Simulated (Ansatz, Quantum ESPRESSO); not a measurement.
# Al3Ag (Pm-3m): zone-centre phonons

Which modes does Al3Ag (Pm-3m) have at the zone centre?

Main program and level: Quantum ESPRESSO 7.5; DFT LDA, scalar-relativistic, plane waves, GBRV ultrasoft pseudopotentials.

## Step 1: The starting structure

The structure is cubic, space group Pm-3m (No. 221). The conventional cell has a = 4.082 Å, b = 4.082 Å, c = 4.082 Å, α = 90.00°, β = 90.00°, γ = 90.00°. Nearest to Al lie 4 Ag at 2.89 Å and 8 Al at 2.89 Å. Nearest to Ag lie 12 Al at 2.89 Å. Farther neighbours are not listed.

## Step 2: A probe with smearing

A cheap run with smearing and empty bands tells whether the crystal has a gap, which decides between fixed occupations and smearing later on.

File probe.in:

```
&control
   calculation = 'scf'
   prefix = 'x'
   outdir = './tmp'
   pseudo_dir = './pseudo'
   tprnfor = .true.
   tstress = .true.
   verbosity = 'high'
/
&system
   ibrav = 1
   celldm(1) = 7.71294174
   nat = 4
   ntyp = 2
   ecutwfc = 40.0
   ecutrho = 240.0
   occupations = 'smearing'
   smearing = 'gaussian'
   degauss = 0.01
/
&electrons
   conv_thr = 1.0d-07
   mixing_beta = 0.7
   electron_maxstep = 100
/
ATOMIC_SPECIES
 Al     26.9815  Al.upf
 Ag    107.8682  Ag.upf
ATOMIC_POSITIONS crystal
 Al     0.000000000   0.500000000   0.500000000
 Al     0.500000000   0.000000000   0.500000000
 Al     0.500000000   0.500000000   0.000000000
 Ag     0.000000000   0.000000000   0.000000000
K_POINTS automatic
 4 4 4 0 0 0
```

Launch:

```bash
OMP_NUM_THREADS=1 mpirun -n 8 pw.x -nk 8 -in probe.in > probe.out
```

The log of the run:

```text
[banners, grids, parts of the stress and lines that vanish by symmetry left out]
Program PWSCF v.7.5
     bravais-lattice index     =            1
     lattice parameter (alat)  =       7.7129  a.u.
[...]
kinetic-energy cutoff     =      40.0000  Ry
     charge density cutoff     =     240.0000  Ry
     scf convergence threshold =      1.0E-07
[...]
Exchange-correlation=  SLA  PZ   NOGX NOGC
                           (   1   1   0   0   0   0   0)
[...]
48 Sym. Ops., with inversion, found
[...]
(     0          1          0      )
                  (     0          0          1      )
[...]
(  0.0000000  1.0000000  0.0000000 )
                  (  0.0000000  0.0000000  1.0000000 )
[...]
(     0         -1          0      )
                  (     0          0          1      )
[...]
(     1          0          0      )
[...]
( -1.0000000  0.0000000  0.0000000 )
                  (  0.0000000  1.0000000  0.0000000 )
[...]
number of k points=    10  Gaussian smearing, width (Ry)=  0.0100
[...]
End of self-consistent calculation
[...]
the Fermi energy is    10.4170 ev
!    total energy              =    -315.60857766 Ry
[...]
convergence has been achieved in   9 iterations
[...]
atom    1 type  1   force =     0.00000000    0.00000000    0.00000000
     atom    2 type  1   force =     0.00000000    0.00000000    0.00000000
     atom    3 type  1   force =     0.00000000    0.00000000    0.00000000
     atom    4 type  2   force =     0.00000000    0.00000000    0.00000000
[...]
Total force =     0.000000     Total SCF correction =     0.000000
[...]
total   stress  (Ry/bohr**3)                   (kbar)     P=      -54.00
[...]
XML data file, charge density, pseudopotentials, collected wavefunctions

   JOB DONE.
```

The job ended after 2.3 s (8 MPI ranks of Arm Neoverse V1, shared host).

This step gave:

| Quantity | Value |
| --- | --- |
| volume per atom | 17.00 Å³ |
| pressure | -5.400 GPa |
| gap on the k-mesh | 0 eV |

No gap opens on this mesh, so smearing is kept; the start stands at -5.4 GPa.

## Step 3: Relaxation

The harmonic expansion starts where the forces on the atoms vanish, and stress shifts the frequencies, so cell and atoms are relaxed with tight thresholds.

File relax.in:

```
&control
   calculation = 'vc-relax'
   prefix = 'x'
   outdir = './tmp'
   pseudo_dir = './pseudo'
   tprnfor = .true.
   tstress = .true.
   forc_conv_thr = 2.0d-05
   etot_conv_thr = 1.0d-07
   nstep = 40
/
&system
   ibrav = 1
   celldm(1) = 7.71294174
   nat = 4
   ntyp = 2
   ecutwfc = 40.0
   ecutrho = 240.0
   occupations = 'smearing'
   smearing = 'mv'
   degauss = 0.02
/
&electrons
   conv_thr = 1.0d-11
   mixing_beta = 0.7
   electron_maxstep = 100
/
&ions
/
&cell
   press_conv_thr = 0.1
/
ATOMIC_SPECIES
 Al     26.9815  Al.upf
 Ag    107.8682  Ag.upf
ATOMIC_POSITIONS crystal
 Al     0.000000000   0.500000000   0.500000000
 Al     0.500000000   0.000000000   0.500000000
 Al     0.500000000   0.500000000   0.000000000
 Ag     0.000000000   0.000000000   0.000000000
K_POINTS automatic
 8 8 8 0 0 0
```

Launch:

```bash
OMP_NUM_THREADS=1 mpirun -n 8 pw.x -nk 8 -in relax.in > relax.out
```

The log of the run:

```text
[banners, grids, parts of the stress and lines that vanish by symmetry left out]
[banner, memory and clock lines left out]
Program PWSCF v.7.5

[...]
kinetic-energy cutoff     =      40.0000  Ry
     charge density cutoff     =     240.0000  Ry
     scf convergence threshold =      1.0E-11
[...]
energy convergence thresh.=      1.0E-07
     force convergence thresh. =      2.0E-05
     press convergence thresh. =      1.0E-01
     Exchange-correlation=  SLA  PZ   NOGX NOGC
                           (   1   1   0   0   0   0   0)
[...]
48 Sym. Ops., with inversion, found
[...]
number of k points=    35  Marzari-Vanderbilt smearing, width (Ry)=  0.0200
[...]
End of self-consistent calculation
[...]
the Fermi energy is    10.1792 ev
!    total energy              =    -315.63007498 Ry
[...]
convergence has been achieved in  12 iterations
[...]
atom    1 type  1   force =     0.00000000    0.00000000    0.00000000
     atom    2 type  1   force =     0.00000000    0.00000000    0.00000000
     atom    3 type  1   force =     0.00000000    0.00000000    0.00000000
     atom    4 type  2   force =     0.00000000    0.00000000    0.00000000
     Total force =     0.000000     Total SCF correction =     0.000000
[...]
total   stress  (Ry/bohr**3)                   (kbar)     P=      -57.57
[...]
number of bfgs steps    =   0
[...]
CELL_PARAMETERS (alat=  7.71294174)
[...]
ATOMIC_POSITIONS (crystal)
Al               0.0000000000        0.5000000000        0.5000000000
Al               0.5000000000        0.0000000000        0.5000000000
Al               0.5000000000        0.5000000000        0.0000000000
Ag               0.0000000000        0.0000000000        0.0000000000
[...]
New effective cutoffs (rho, wfc):  244.32   40.79
[...]
End of self-consistent calculation
[...]
the Fermi energy is    10.5928 ev
!    total energy              =    -315.63429467 Ry
[...]
convergence has been achieved in   7 iterations
[...]
atom    1 type  1   force =     0.00000000    0.00000000    0.00000000
     atom    2 type  1   force =     0.00000000    0.00000000    0.00000000
     atom    3 type  1   force =     0.00000000    0.00000000    0.00000000
     atom    4 type  2   force =     0.00000000    0.00000000    0.00000000
     Total force =     0.000000     Total SCF correction =     0.000000
[...]
total   stress  (Ry/bohr**3)                   (kbar)     P=      -35.00
[...]
number of bfgs steps    =   1
[...]
CELL_PARAMETERS (alat=  7.71294174)
[...]
ATOMIC_POSITIONS (crystal)
[...]
New effective cutoffs (rho, wfc):  251.61   42.00
[...]
End of self-consistent calculation
[...]
the Fermi energy is    11.2277 ev
!    total energy              =    -315.63629172 Ry
[...]
convergence has been achieved in   9 iterations
[...]
atom    1 type  1   force =     0.00000000    0.00000000    0.00000000
     atom    2 type  1   force =     0.00000000    0.00000000    0.00000000
     atom    3 type  1   force =     0.00000000    0.00000000    0.00000000
     atom    4 type  2   force =     0.00000000    0.00000000    0.00000000
     Total force =     0.000000     Total SCF correction =     0.000000
[...]
total   stress  (Ry/bohr**3)                   (kbar)     P=        6.04
[...]
number of bfgs steps    =   2
[...]
CELL_PARAMETERS (alat=  7.71294174)
[...]
ATOMIC_POSITIONS (crystal)
[...]
New effective cutoffs (rho, wfc):  250.55   41.83
[...]
End of self-consistent calculation
[...]
the Fermi energy is    11.1346 ev
!    total energy              =    -315.63634307 Ry
[...]
convergence has been achieved in   8 iterations
[...]
atom    1 type  1   force =     0.00000000    0.00000000    0.00000000
     atom    2 type  1   force =     0.00000000    0.00000000    0.00000000
[...]
Total force =     0.000000     Total SCF correction =     0.000000
[...]
total   stress  (Ry/bohr**3)                   (kbar)     P=       -0.46
[...]
number of bfgs steps    =   3
[...]
CELL_PARAMETERS (alat=  7.71294174)
[...]
ATOMIC_POSITIONS (crystal)
[...]
New effective cutoffs (rho, wfc):  250.62   41.84
[...]
End of self-consistent calculation
[...]
the Fermi energy is    11.1412 ev
!    total energy              =    -315.63634337 Ry
[...]
convergence has been achieved in   6 iterations
[...]
Total force =     0.000000     Total SCF correction =     0.000000
[...]
total   stress  (Ry/bohr**3)                   (kbar)     P=       -0.01
[...]
number of bfgs steps    =   4
[...]
small trust_radius: resetting bfgs history
[...]
CELL_PARAMETERS (alat=  7.71294174)
[...]
ATOMIC_POSITIONS (crystal)
[...]
New effective cutoffs (rho, wfc):  250.62   41.84
[...]
End of self-consistent calculation
[...]
the Fermi energy is    11.1412 ev
!    total energy              =    -315.63634337 Ry
[...]
convergence has been achieved in   3 iterations
[...]
atom    1 type  1   force =     0.00000000    0.00000000    0.00000000
     atom    2 type  1   force =     0.00000000    0.00000000    0.00000000
     atom    3 type  1   force =     0.00000000    0.00000000    0.00000000
     atom    4 type  2   force =     0.00000000    0.00000000    0.00000000
     Total force =     0.000000     Total SCF correction =     0.000000
[...]
total   stress  (Ry/bohr**3)                   (kbar)     P=       -0.00
[...]
bfgs converged in   6 scf cycles and   5 bfgs steps
[...]
End of BFGS Geometry Optimization
     Final enthalpy           =    -315.6363433721 Ry
     File ./tmp/x.bfgs deleted, as requested
[...]
CELL_PARAMETERS (alat=  7.71294174)
[...]
ATOMIC_POSITIONS (crystal)
[...]
Al               0.5000000000        0.5000000000        0.0000000000
Ag               0.0000000000        0.0000000000        0.0000000000
[...]
Final scf calculation at the relaxed structure.
[...]
kinetic-energy cutoff     =      40.0000  Ry
     charge density cutoff     =     240.0000  Ry
     scf convergence threshold =      1.0E-13
[...]
press convergence thresh. =      1.0E-01
     Exchange-correlation=  SLA  PZ   NOGX NOGC
                           (   1   1   0   0   0   0   0)
[...]
48 Sym. Ops., with inversion, found
[...]
number of k points=    35  Marzari-Vanderbilt smearing, width (Ry)=  0.0200
[...]
End of self-consistent calculation
[...]
the Fermi energy is    11.1413 ev
!    total energy              =    -315.63530644 Ry
[...]
convergence has been achieved in  15 iterations
[...]
atom    1 type  1   force =     0.00000000    0.00000000    0.00000000
     atom    2 type  1   force =     0.00000000    0.00000000    0.00000000
     atom    3 type  1   force =     0.00000000    0.00000000    0.00000000
     atom    4 type  2   force =     0.00000000    0.00000000    0.00000000
     Total force =     0.000000     Total SCF correction =     0.000000
[...]
total   stress  (Ry/bohr**3)                   (kbar)     P=        0.04
[...]
XML data file, charge density, pseudopotentials, collected wavefunctions
```

It took 19 s on 8 MPI ranks.

Relaxation path:

```csv
step,energy less that of the first step (eV),largest force (eV/Å),pressure (GPa),volume (Å³)
1,0.0000,0.0000,-5.76,67.99
2,-0.0574,0.0000,-3.50,66.02
3,-0.0846,0.0000,0.60,63.17
4,-0.0853,0.0000,-0.05,63.57
5,-0.0853,0.0000,0.00,63.54
6,-0.0853,0.0000,0.00,63.54
7,-0.0712,0.0000,0.00,63.54
```

```csv
"conventional cell, symmetrised",before,after,change
a (Å),4.082,3.990,-2.2 %
b (Å),4.082,3.990,-2.2 %
c (Å),4.082,3.990,-2.2 %
volume (Å³/atom),17.00,15.89,-6.5 %
```

The relaxed structure:

```cif
data_structure
_symmetry_space_group_name_H-M 'P 1'
_symmetry_Int_Tables_number 1
_cell_length_a 3.9905
_cell_length_b 3.9905
_cell_length_c 3.9905
_cell_angle_alpha 90.000
_cell_angle_beta 90.000
_cell_angle_gamma 90.000
_cell_volume 63.54
loop_
_atom_site_label
_atom_site_type_symbol
_atom_site_fract_x
_atom_site_fract_y
_atom_site_fract_z
_atom_site_occupancy
Al1 Al 0.00000 0.50000 0.50000 1
Al2 Al 0.50000 0.00000 0.50000 1
Al3 Al 0.50000 0.50000 0.00000 1
Ag4 Ag 0.00000 0.00000 0.00000 1
```

The last row of the table of steps is pw.x's closing run on a basis chosen anew for the final cell, so its energy can jump.

This step gave:

```
volume per atom : 15.89 Å³
pressure        : 0.004 GPa
```

The volume changes by -6.5 % from the cell with which this run began.

## Step 4: Ground state

The response is built on this ground state, so it is converged far tighter than an energy would need. Smearing stays on, as the first look found no gap above 0.3 eV.

File scf.in:

```
&control
   calculation = 'scf'
   prefix = 'x'
   outdir = './tmp'
   pseudo_dir = './pseudo'
   tprnfor = .true.
   tstress = .true.
/
&system
   ibrav = 1
   celldm(1) = 7.54093492
   nat = 4
   ntyp = 2
   ecutwfc = 40.0
   ecutrho = 240.0
   occupations = 'smearing'
   smearing = 'mv'
   degauss = 0.02
/
&electrons
   conv_thr = 1.0d-12
   mixing_beta = 0.7
   electron_maxstep = 100
/
ATOMIC_SPECIES
 Al     26.9815  Al.upf
 Ag    107.8682  Ag.upf
ATOMIC_POSITIONS crystal
 Al     0.000000000   0.500000000   0.500000000
 Al     0.500000000   0.000000000   0.500000000
 Al     0.500000000   0.500000000   0.000000000
 Ag     0.000000000   0.000000000   0.000000000
K_POINTS automatic
 8 8 8 0 0 0
```

Launch:

```bash
OMP_NUM_THREADS=1 mpirun -n 8 pw.x -nk 8 -in scf.in > scf.out
```

The log of the run:

```text
[banners, grids, parts of the stress and lines that vanish by symmetry left out]
[banner, memory and clock lines left out]
Program PWSCF v.7.5

[...]
kinetic-energy cutoff     =      40.0000  Ry
     charge density cutoff     =     240.0000  Ry
     scf convergence threshold =      1.0E-12
[...]
Exchange-correlation=  SLA  PZ   NOGX NOGC
                           (   1   1   0   0   0   0   0)
[...]
48 Sym. Ops., with inversion, found
[...]
number of k points=    35  Marzari-Vanderbilt smearing, width (Ry)=  0.0200
[...]
End of self-consistent calculation
[...]
the Fermi energy is    11.1413 ev
!    total energy              =    -315.63530644 Ry
[...]
convergence has been achieved in  13 iterations
[...]
atom    1 type  1   force =     0.00000000    0.00000000    0.00000000
     atom    2 type  1   force =     0.00000000    0.00000000    0.00000000
     atom    3 type  1   force =     0.00000000    0.00000000    0.00000000
     atom    4 type  2   force =     0.00000000    0.00000000    0.00000000
     Total force =     0.000000     Total SCF correction =     0.000000
[...]
total   stress  (Ry/bohr**3)                   (kbar)     P=        0.05
[...]
XML data file, charge density, pseudopotentials, collected wavefunctions
```

Wall time 4.5 s (8 MPI ranks).

Numbers from this step:

| Item | Value |
| --- | --- |
| pressure | 0.005 GPa |

The cell stands at 0.005 GPa, close enough for phonons.

[end of part 1 of 3]

[Host names and launcher messages were left out of these logs when they were recorded.]

[Logs are printed without paths, hosts, clocks, repeated set-up lines and the standing remarks that a program may print on its own settings, such as how far it seeks lower states.]

[Hosts, paths, dates, database ids (printed as entryN), source tags and the programs' standing remarks are cut or masked in the printed files.]
